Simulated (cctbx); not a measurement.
## A crystallographic session in cctbx: TePb4Br2Cl4

Library: cctbx 2025.11. The data are simulated by the first script.

## 1. Simulate the data

run.py:

```python
from cctbx import adptbx, crystal, miller, sgtbx, xray
from cctbx.array_family import flex
from iotbx.shelx import hklf
from scitbx import matrix
import scitbx.random

cs = crystal.symmetry(unit_cell=(4.329, 15.556, 9.685, 90, 90, 90), space_group_symbol='Hall: I 2 -2')  # Imm2
atoms = [  # label, site, U (iso, or U11 U22 U33 U12 U13 U23 in A^2), occupancy
    ("Pb1", (0, 0.7377, 0.2251), 0.0034, 1),
    ("Pb2", (0.5, 0.5, 0.4704), 0.0033, 1),
    ("Pb3", (0, 0.5, 0.005), 0.0033, 1),
    ("Te1", (0, 0.5, 0.286), 0.0051, 1),
    ("Br1", (0, 0.6194, 0.7081), 0.0058, 1),
    ("Cl1", (0, 0.8081, 0.9295), 0.0059, 1),
    ("Cl2", (0.5, 0.3645, 0.0348), 0.0076, 1),
]
xs = xray.structure(crystal_symmetry=cs)
for label, site, u, occ in atoms:
    u = adptbx.u_cif_as_u_star(cs.unit_cell(), u) if isinstance(u, tuple) else u
    xs.add_scatterer(xray.scatterer(label, site=site, u=u, occupancy=occ))
xs.set_inelastic_form_factors(0.71073, "sasaki")
xs.show_summary()
p1 = xs.expand_to_p1()
ms = miller.build_set(p1, anomalous_flag=True, d_min=0.7)
flex.set_random_seed(766647)
scitbx.random.set_random_seed(766647)
ms = ms.select(flex.random_double(ms.size()) < 0.5)
i = ms.structure_factors_from_scatterers(p1, algorithm="direct").f_calc().as_intensity_array().data()
i = i * 20000 / flex.max(i)
sig = flex.sqrt(i + flex.pow2(0.02 * i) + 15 ** 2)
noise = scitbx.random.variate(scitbx.random.normal_distribution())(i.size())
data = ms.array(data=i + sig * noise, sigmas=sig).set_observation_type_xray_intensity()
with open("data.hkl", "w") as f:
    data.export_as_shelx_hklf(f)
print("reflections written:", data.size(), " <I/sigma> = %.1f" % flex.mean(data.data() / data.sigmas()))
for h, a, b in list(data.sort("data"))[:12]:
    print("%4d%4d%4d %9.1f %7.1f" % (h + (a, b)))
```

```console
$ python run.py
```

```text
Number of scatterers: 7
At special positions: 7
Unit cell: (4.329, 15.556, 9.685, 90, 90, 90)
Space group: I m m 2 (No. 44)
reflections written: 3969  <I/sigma> = 10.5
   2   0   0   20508.0   424.5
  -2   0   0   19723.6   424.5
   0  -8   0   12598.6   270.1
   0   8   0   12040.3   270.1
  -1  -4   1   11265.6   245.0
   1  -4  -1   10696.7   236.2
   1   4  -1   10447.7   236.2
  -2   0   4    9722.8   218.2
   2   8   0    9498.3   213.8
  -2  -8   0    9434.1   213.8
  -2   0  -4    9241.9   211.4
   0  -6  -2    8281.0   181.7
```

Run time: 0.27 s on 1 thread of Arm Neoverse V2, on a shared host, peak memory 0.07 GiB.

## 2. Refinement (right model, isotropic)

run.py:

```python
import math
from cctbx import adptbx, crystal, maptbx, sgtbx, xray
from cctbx.array_family import flex
from cctbx.xray import observations
from iotbx.shelx import hklf
from scitbx.lstbx import normal_eqns_solving
from smtbx import absolute_structure, utils
from smtbx.refinement import constraints, least_squares

cs = crystal.symmetry(unit_cell=(4.329, 15.556, 9.685, 90, 90, 90), space_group_symbol='Hall: I 2 -2')  # Imm2
atoms = [  # label, site, U (iso, or U11 U22 U33 U12 U13 U23 in A^2), occupancy
    ("Pb1", (0, 0.7386, 0.2253), 0.0200, 1),
    ("Pb2", (0.5, 0.5, 0.4766), 0.0200, 1),
    ("Pb3", (0, 0.5, 0.0044), 0.0200, 1),
    ("Te1", (0, 0.5, 0.288), 0.0200, 1),
    ("Br1", (0, 0.6227, 0.7048), 0.0200, 1),
    ("Cl1", (0, 0.8093, 0.9298), 0.0200, 1),
    ("Cl2", (0.5, 0.3643, 0.0373), 0.0200, 1),
]
xs = xray.structure(crystal_symmetry=cs)
for label, site, u, occ in atoms:
    u = adptbx.u_cif_as_u_star(cs.unit_cell(), u) if isinstance(u, tuple) else u
    xs.add_scatterer(xray.scatterer(label, site=site, u=u, occupancy=occ))
xs.set_inelastic_form_factors(0.71073, "sasaki")
raw = hklf.reader(file_name="data.hkl").as_miller_arrays(crystal_symmetry=cs, anomalous=True)[0]
merged = raw.eliminate_sys_absent().merge_equivalents()
fo2 = merged.array().set_observation_type_xray_intensity()
print("Rint %.3f, %d unique reflections to %.2f A" % (merged.r_int(), fo2.size(), fo2.d_min()))
for sc in xs.scatterers():
    sc.flags.set_grad_site(True)
    sc.flags.set_grad_u_aniso(sc.flags.use_u_aniso())
    sc.flags.set_grad_u_iso(sc.flags.use_u_iso())
obs = fo2.as_xray_observations()
extra = {}
rep = constraints.reparametrisation(xs, [], utils.connectivity_table(xs), **extra)
ls = least_squares.crystallographic_ls(obs, rep, weighting_scheme=least_squares.mainstream_shelx_weighting(a=0, b=0))
print("cycle     R1     wR2    GooF  max shift (A)")
for cycle in range(8):
    ls.build_up()
    r1, wr2, goof = ls.r1_factor(cutoff_factor=2)[0], ls.wR2(), ls.goof()
    old = xs.sites_cart()
    normal_eqns_solving.levenberg_marquardt_iterations(ls, n_max_iterations=3, tau=1e-06, step_threshold=1e-7)
    big = flex.max((xs.sites_cart() - old).norms())
    print("%4d %7.4f %7.4f %7.3f %9.5f" % (cycle + 1, r1, wr2, goof, big))
    ls.build_up(objective_only=True)
    if abs(ls.wR2() - wr2) < 5e-5 and big < 5e-4:
        break
ls.build_up()
print("final R1 %.4f wR2 %.4f GooF %.3f  parameters %d  data/parameter %.1f" % (ls.r1_factor(cutoff_factor=2)[0], ls.wR2(), ls.goof(), ls.n_parameters, fo2.size() / ls.n_parameters))
cov = ls.covariance_matrix_and_annotations()
su = dict(zip(cov.annotations, (math.sqrt(max(v, 0)) for v in cov.matrix.matrix_packed_u_diagonal())))
a2 = cs.unit_cell().reciprocal_parameters()[0] ** -2
print("atom        x        y        z      Ueq    occ   su(xyz)  su(Uiso or U11)")
for sc in xs.scatterers():
    s = max(su.get(sc.label + k, 0) for k in (".x", ".y", ".z"))
    npd = "" if sc.is_positive_definite_u(cs.unit_cell()) else "  NPD"
    print("%-5s %8.5f %8.5f %8.5f %8.4f %6.3f %8.5f %7.4f%s" % ((sc.label,) + sc.site + (sc.u_iso_or_equiv(cs.unit_cell()), sc.occupancy, s, su.get(sc.label + ".uiso", su.get(sc.label + ".u11", 0) * a2), npd)))
fo = fo2.f_sq_as_f()
fc = fo.structure_factors_from_scatterers(xs, algorithm="direct").f_calc()
diff = fo.f_obs_minus_f_calc(1 / math.sqrt(ls.scale_factor()), fc).average_bijvoet_mates()
m = diff.fft_map(symmetry_flags=maptbx.use_space_group_symmetry, resolution_factor=0.25).apply_volume_scaling()
print("difference map: max %.2f min %.2f rms %.2f" % (m.statistics().max(), m.statistics().min(), m.statistics().sigma()))
peaks = m.peak_search(parameters=maptbx.peak_search_parameters(min_distance_sym_equiv=0.6, max_clusters=6)).all()
near = xs.closest_distances(peaks.sites(), distance_cutoff=4)
sps = cs.special_position_settings(min_distance_sym_equiv=0.5)
for k, (x, h) in enumerate(zip(peaks.sites(), peaks.heights())):
    ss = sps.site_symmetry(x)
    print("Q%-3d %7.4f %7.4f %7.4f %4d %7.2f  %.2f A from %s" % ((k + 1,) + tuple(t % 1 for t in ss.exact_site()) + (ss.multiplicity(), h, near.smallest_distances[k], xs.scatterers()[near.i_seqs[k]].label)))
```

```console
$ python run.py
```

```text
Rint 0.024, 1010 unique reflections to 0.70 A
cycle     R1     wR2    GooF  max shift (A)
   1  0.1774  0.3590  11.033   0.06901
   2  0.0154  0.0333   1.024   0.00165
   3  0.0143  0.0304   0.934   0.00034
   4  0.0142  0.0303   0.931   0.00007
final R1 0.0142 wR2 0.0303 GooF 0.931  parameters 18  data/parameter 56.1
atom        x        y        z      Ueq    occ   su(xyz)  su(Uiso or U11)
Pb1    0.00000  0.73774  0.22677   0.0034  1.000  0.00003  0.0001
Pb2    0.50000  0.50000  0.47206   0.0032  1.000  0.00003  0.0001
Pb3    0.00000  0.50000  0.00666   0.0034  1.000  0.00003  0.0001
Te1    0.00000  0.50000  0.28765   0.0051  1.000  0.00007  0.0001
Br1    0.00000  0.61940  0.70982   0.0058  1.000  0.00008  0.0001
Cl1    0.00000  0.80797  0.93142   0.0059  1.000  0.00019  0.0003
Cl2    0.50000  0.36418  0.03639   0.0071  1.000  0.00019  0.0003
difference map: max 1.09 min -1.17 rms 0.25
Q1    0.0000  0.3414  0.8070    4    1.14  1.12 A from Br1
Q2    0.0000  0.4006  0.6187    4    1.03  0.94 A from Br1
Q3    0.0879  0.0581  0.6870    8    0.97  1.93 A from Cl2
Q4    0.0773  0.5000  0.1602    4    0.97  1.28 A from Te1
Q5    0.0000  0.3755  0.8661    4    0.94  1.52 A from Br1
Q6    0.0000  0.2411  0.4217    4    0.93  1.92 A from Pb1
```

Time: 0.54 s.

## 3. Refinement (right model, anisotropic)

run.py, as its changes from the last script of this kind:

```diff
@@ -12,7 +12,7 @@
-    ("Pb1", (0, 0.7386, 0.2253), 0.0200, 1),
-    ("Pb2", (0.5, 0.5, 0.4766), 0.0200, 1),
-    ("Pb3", (0, 0.5, 0.0044), 0.0200, 1),
-    ("Te1", (0, 0.5, 0.288), 0.0200, 1),
-    ("Br1", (0, 0.6227, 0.7048), 0.0200, 1),
-    ("Cl1", (0, 0.8093, 0.9298), 0.0200, 1),
-    ("Cl2", (0.5, 0.3643, 0.0373), 0.0200, 1),
+    ("Pb1", (0, 0.73774, 0.22677), 0.0034, 1),
+    ("Pb2", (0.5, 0.5, 0.47206), 0.0032, 1),
+    ("Pb3", (0, 0.5, 0.00666), 0.0034, 1),
+    ("Te1", (0, 0.5, 0.28765), 0.0051, 1),
+    ("Br1", (0, 0.6194, 0.70982), 0.0058, 1),
+    ("Cl1", (0, 0.80797, 0.93142), 0.0059, 1),
+    ("Cl2", (0.5, 0.36418, 0.03639), 0.0071, 1),
@@ -24,0 +25 @@
+xs.convert_to_anisotropic()
@@ -57,0 +59,4 @@
+fc = fo2.structure_factors_from_scatterers(xs, algorithm="direct").f_calc()
+absolute_structure.flack_analysis(xs, fo2.as_xray_observations()).show()
+h = absolute_structure.hooft_analysis(fo2, fc, scale_factor=ls.scale_factor())
+print("Hooft y: %.3f(%.0f)  Bijvoet pairs: %d" % (h.hooft_y, 1000 * h.sigma_y, h.n_bijvoet_pairs))
```

```console
$ python run.py
```

```text
Rint 0.024, 1010 unique reflections to 0.70 A
cycle     R1     wR2    GooF  max shift (A)
   1  0.0142  0.0303   0.940   0.00068
   2  0.0141  0.0301   0.932   0.00003
final R1 0.0141 wR2 0.0301 GooF 0.932  parameters 36  data/parameter 28.1
atom        x        y        z      Ueq    occ   su(xyz)  su(Uiso or U11)
Pb1    0.00000  0.73773  0.22679   0.0034  1.000  0.00003  0.0001
Pb2    0.50000  0.50000  0.47204   0.0033  1.000  0.00003  0.0002
Pb3    0.00000  0.50000  0.00666   0.0034  1.000  0.00003  0.0002
Te1    0.00000  0.50000  0.28764   0.0051  1.000  0.00007  0.0003
Br1    0.00000  0.61940  0.70982   0.0057  1.000  0.00008  0.0003
Cl1    0.00000  0.80795  0.93147   0.0059  1.000  0.00019  0.0007
Cl2    0.50000  0.36421  0.03645   0.0071  1.000  0.00020  0.0009
Flack x: 0.004(8)
Hooft y: 0.014(8)  Bijvoet pairs: 423
difference map: max 1.11 min -1.15 rms 0.25
Q1    0.0000  0.3408  0.8002    4    1.14  1.07 A from Br1
Q2    0.0000  0.4011  0.6181    4    1.07  0.94 A from Br1
Q3    0.0000  0.3760  0.8647    4    0.95  1.50 A from Br1
Q4    0.0756  0.5000  0.1740    4    0.94  1.15 A from Te1
Q5    0.0000  0.2415  0.4254    4    0.93  1.95 A from Pb1
Q6    0.0880  0.0583  0.6857    8    0.93  1.92 A from Cl2
```

Time: 0.48 s.

## 4. Refinement

run.py, as its changes from the last script of this kind:

```diff
@@ -18,0 +19 @@
+    ("Cl3", (0.532, 0.744, 0.317), 0.0300, 1),
@@ -25 +25,0 @@
-xs.convert_to_anisotropic()
@@ -39 +39 @@
-for cycle in range(8):
+for cycle in range(12):
@@ -59,4 +58,0 @@
-fc = fo2.structure_factors_from_scatterers(xs, algorithm="direct").f_calc()
-absolute_structure.flack_analysis(xs, fo2.as_xray_observations()).show()
-h = absolute_structure.hooft_analysis(fo2, fc, scale_factor=ls.scale_factor())
-print("Hooft y: %.3f(%.0f)  Bijvoet pairs: %d" % (h.hooft_y, 1000 * h.sigma_y, h.n_bijvoet_pairs))
```

```console
$ python run.py
```

```text
Rint 0.024, 1010 unique reflections to 0.70 A
cycle     R1     wR2    GooF  max shift (A)
   1  0.0425  0.1046   3.220   0.02222
   2  0.0318  0.0812   2.499   0.02119
   3  0.0283  0.0735   2.262   0.02010
   4  0.0264  0.0691   2.125   0.01907
   5  0.0251  0.0660   2.031   0.01805
   6  0.0242  0.0637   1.960   0.01704
   7  0.0235  0.0619   1.904   0.01604
   8  0.0229  0.0604   1.858   0.01505
   9  0.0224  0.0591   1.819   0.01408
  10  0.0220  0.0580   1.785   0.01315
  11  0.0217  0.0571   1.756   0.01226
  12  0.0214  0.0562   1.730   0.01141
final R1 0.0211 wR2 0.0555 GooF 1.708  parameters 21  data/parameter 48.1
atom        x        y        z      Ueq    occ   su(xyz)  su(Uiso or U11)
Pb1    0.00000  0.73771  0.22647   0.0033  1.000  0.00005  0.0001
Pb2    0.50000  0.50000  0.47192   0.0030  1.000  0.00007  0.0001
Pb3    0.00000  0.50000  0.00649   0.0032  1.000  0.00006  0.0001
Te1    0.00000  0.50000  0.28715   0.0048  1.000  0.00012  0.0002
Br1    0.00000  0.61941  0.70966   0.0056  1.000  0.00015  0.0002
Cl1    0.00000  0.80808  0.93108   0.0057  1.000  0.00034  0.0005
Cl2    0.50000  0.36416  0.03572   0.0069  1.000  0.00035  0.0006
Cl3    0.50000  0.74413  0.33761   0.1168  1.000  0.00185  0.0056
difference map: max 2.04 min -6.23 rms 0.50
Q1    0.0000  0.2463  0.3149    4    2.05  0.89 A from Pb1
Q2    0.0000  0.0000  0.8413    2    1.92  1.27 A from Pb2
Q3    0.0000  0.5000  0.8703    2    1.86  1.32 A from Pb3
Q4    0.0000  0.3773  0.8788    4    1.42  1.64 A from Br1
Q5    0.0000  0.1930  0.3969    4    1.40  1.61 A from Cl2
Q6    0.0000  0.3416  0.8013    4    1.39  1.07 A from Br1
```

Time: 0.93 s.

This run holds a fault made on purpose: spurious atom: Cl3.

## 5. Refinement

run.py, as its changes from the last script of this kind:

```diff
@@ -12,8 +12,7 @@
-    ("Pb1", (0, 0.73774, 0.22677), 0.0034, 1),
-    ("Pb2", (0.5, 0.5, 0.47206), 0.0032, 1),
-    ("Pb3", (0, 0.5, 0.00666), 0.0034, 1),
-    ("Te1", (0, 0.5, 0.28765), 0.0051, 1),
-    ("Br1", (0, 0.6194, 0.70982), 0.0058, 1),
-    ("Cl1", (0, 0.80797, 0.93142), 0.0059, 1),
-    ("Cl2", (0.5, 0.36418, 0.03639), 0.0071, 1),
-    ("Cl3", (0.532, 0.744, 0.317), 0.0300, 1),
+    ("Pb1", (0, 0.26226, 0.77323), 0.0034, 1),
+    ("Pb2", (0.5, 0.5, 0.52794), 0.0032, 1),
+    ("Pb3", (0, 0.5, 0.99334), 0.0034, 1),
+    ("Te1", (0, 0.5, 0.71235), 0.0051, 1),
+    ("Br1", (0, 0.3806, 0.29018), 0.0058, 1),
+    ("Cl1", (0, 0.19203, 0.06858), 0.0059, 1),
+    ("Cl2", (0.5, 0.63582, 0.96361), 0.0071, 1),
@@ -25,0 +25 @@
+xs.convert_to_anisotropic()
@@ -58,0 +59,4 @@
+fc = fo2.structure_factors_from_scatterers(xs, algorithm="direct").f_calc()
+absolute_structure.flack_analysis(xs, fo2.as_xray_observations()).show()
+h = absolute_structure.hooft_analysis(fo2, fc, scale_factor=ls.scale_factor())
+print("Hooft y: %.3f(%.0f)  Bijvoet pairs: %d" % (h.hooft_y, 1000 * h.sigma_y, h.n_bijvoet_pairs))
```

```console
$ python run.py
```

```text
Rint 0.024, 1010 unique reflections to 0.70 A
cycle     R1     wR2    GooF  max shift (A)
   1  0.0636  0.1424   4.417   0.00634
   2  0.0627  0.1394   4.324   0.00027
final R1 0.0627 wR2 0.1394 GooF 4.324  parameters 36  data/parameter 28.1
atom        x        y        z      Ueq    occ   su(xyz)  su(Uiso or U11)
Pb1    0.00000  0.26223  0.77325   0.0035  1.000  0.00013  0.0006
Pb2    0.50000  0.50000  0.52767   0.0037  1.000  0.00016  0.0008
Pb3    0.00000  0.50000  0.99344   0.0029  1.000  0.00015  0.0008
Te1    0.00000  0.50000  0.71254   0.0070  1.000  0.00033  0.0014
Br1    0.00000  0.38060  0.29049   0.0054  1.000  0.00040  0.0014
Cl1    0.00000  0.19162  0.06854   0.0090  1.000  0.00092  0.0037
Cl2    0.50000  0.63583  0.96393   0.0127  1.000  0.00110  0.0048
Flack x: 1.006(11)
Hooft y: 1.020(9)  Bijvoet pairs: 423
difference map: max 6.69 min -3.90 rms 0.64
Q1    0.0000  0.0000  0.0328    2    6.69  0.05 A from Pb2
Q2    0.0000  0.2656  0.7738    4    5.20  0.05 A from Pb1
Q3    0.0000  0.2445  0.0838    4    4.47  0.84 A from Cl1
Q4    0.0000  0.5000  0.9796    2    3.37  0.13 A from Pb3
Q5    0.0000  0.0000  0.3290    2    3.22  2.44 A from Te1
Q6    0.0000  0.1870  0.4850    4    3.03  0.82 A from Cl2
```

Time: 0.48 s.

This run holds a fault made on purpose: the structure inverted.

## 6. Refinement

run.py, as its changes from the last script of this kind:

```diff
@@ -12,7 +12,6 @@
-    ("Pb1", (0, 0.26226, 0.77323), 0.0034, 1),
-    ("Pb2", (0.5, 0.5, 0.52794), 0.0032, 1),
-    ("Pb3", (0, 0.5, 0.99334), 0.0034, 1),
-    ("Te1", (0, 0.5, 0.71235), 0.0051, 1),
-    ("Br1", (0, 0.3806, 0.29018), 0.0058, 1),
-    ("Cl1", (0, 0.19203, 0.06858), 0.0059, 1),
-    ("Cl2", (0.5, 0.63582, 0.96361), 0.0071, 1),
+    ("Pb1", (0, 0.73774, 0.22677), 0.0034, 1),
+    ("Pb2", (0.5, 0.5, 0.47206), 0.0032, 1),
+    ("Pb3", (0, 0.5, 0.00666), 0.0034, 1),
+    ("Te1", (0, 0.5, 0.28765), 0.0051, 1),
+    ("Br1", (0, 0.6194, 0.70982), 0.0058, 1),
+    ("Cl1", (0, 0.80797, 0.93142), 0.0059, 1),
@@ -59,4 +57,0 @@
-fc = fo2.structure_factors_from_scatterers(xs, algorithm="direct").f_calc()
-absolute_structure.flack_analysis(xs, fo2.as_xray_observations()).show()
-h = absolute_structure.hooft_analysis(fo2, fc, scale_factor=ls.scale_factor())
-print("Hooft y: %.3f(%.0f)  Bijvoet pairs: %d" % (h.hooft_y, 1000 * h.sigma_y, h.n_bijvoet_pairs))
```

```console
$ python run.py
```

```text
Rint 0.024, 1010 unique reflections to 0.70 A
cycle     R1     wR2    GooF  max shift (A)
   1  0.0666  0.1484   4.588   0.02602
   2  0.0614  0.1360   4.205   0.00003
final R1 0.0614 wR2 0.1360 GooF 4.205  parameters 30  data/parameter 33.7
atom        x        y        z      Ueq    occ   su(xyz)  su(Uiso or U11)
Pb1    0.00000  0.73764  0.22673   0.0034  1.000  0.00013  0.0005
Pb2    0.50000  0.50000  0.47239   0.0037  1.000  0.00016  0.0007
Pb3    0.00000  0.50000  0.00675   0.0029  1.000  0.00015  0.0008
Te1    0.00000  0.50000  0.28780   0.0042  1.000  0.00029  0.0013
Br1    0.00000  0.62013  0.70740   0.0013  1.000  0.00032  0.0011  NPD
Cl1    0.00000  0.80768  0.93140   0.0039  1.000  0.00078  0.0033  NPD
difference map: max 30.73 min -5.96 rms 1.17
Q1    0.0000  0.1356  0.5368    4   31.23  3.04 A from Pb3
Q2    0.0000  0.1335  0.8983    4    9.34  0.97 A from Cl1
Q3    0.0000  0.4036  0.6500    4    8.15  0.67 A from Br1
Q4    0.0000  0.3642  0.4471    4    7.54  2.34 A from Cl1
Q5    0.0000  0.1116  0.6863    4    6.87  2.69 A from Cl1
Q6    0.0000  0.1329  0.4306    4    6.65  2.82 A from Pb1
```

Run time: 0.42 s on 1 thread of Arm Neoverse V2, with other jobs on the host, peak memory 0.09 GiB.

This run holds a fault made on purpose: atom left out: Cl2.

[Logs are printed without paths, hosts, clocks, repeated set-up lines and the standing remarks that a program may print on its own settings, such as how far it seeks lower states.]
